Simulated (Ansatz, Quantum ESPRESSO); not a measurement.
# SnTe [001], rock salt: pulling along c

The c axis is held at a set length while the cell relaxes sideways. How do the lateral strain and the stress follow? The strained cell has c along the load; unstrained it is a = 4.4467 Å, b = 4.4467 Å, c = 6.2887 Å, α = 90.00°, β = 90.00°, γ = 90.00°, with 4 atoms. The symmetry of the cell is held, so distortions that would lower it, which this phase may prefer, aren't tested.

Calculated with Ansatz 0.2.0, PBEsol, PAW files of the set soft_1, cutoff 600 eV, Fermi–Dirac smearing 0.02 eV, k-mesh 6×6×5, no spin polarisation, no spin-orbit coupling.

Relaxed positions at 0 %:

```
atom       x       y       z
  Te  0.0000  0.0000  0.5000
  Te  0.5000  0.5000  0.0000
  Sn  0.0000  0.0000  0.0000
  Sn  0.5000  0.5000  0.5000
```

```csv
ε_c (%),a (Å),c (Å),ε_a (%),"σ (GPa, tension positive)"
−3,4.4505,6.1000,0.083,−4.97
−1,4.4483,6.2258,0.034,−1.54
0,4.4467,6.2887,0.000,−0.10
1,4.4463,6.3515,−0.011,1.18
2,4.4453,6.4144,−0.032,2.30
3,4.4443,6.4773,−0.055,3.29
```

**Question.** Fit both responses and give the free strain and the stress at −2 %, a row left out above.

Least squares with y = y0 + y1 ε + y2 ε² (ε in %) gives ε_a = 0.007 + (−0.0227) ε + (0.0008) ε² and σ = −0.10 + (1.373) ε + (−0.082) ε² GPa. The linear terms put the ratio of free to applied strain at −0.023 and the Young modulus at 137 GPa.

At −2 % the free strain comes out as 0.056 %. The run itself gives 0.058 %, so the estimate misses by 0.002 %; the fitted rows themselves lie up to 0.007 % off the law.

The stress comes out as −3.18 GPa. The run itself gives −3.16 GPa, so the estimate misses by 0.02 GPa; the fitted rows themselves lie up to 0.02 GPa off the law.

Along a cube axis ν = C12/(C11 + C12) and Y = (C11 − C12)(C11 + 2C12)/(C11 + C12), so C11 = Y(1 − ν)/[(1 + ν)(1 − 2ν)] = 137 GPa and C12 = 3 GPa.

The negative ε² term means that the crystal stiffens in compression and softens in tension.

The same fit over all rows at other levels or in other programs gives the strain ratio = −0.025 with PBEsol (Quantum ESPRESSO, GBRV).

[Logs are printed without paths, hosts, clocks, repeated set-up lines and the standing remarks that a program may print on its own settings, such as how far it seeks lower states.]
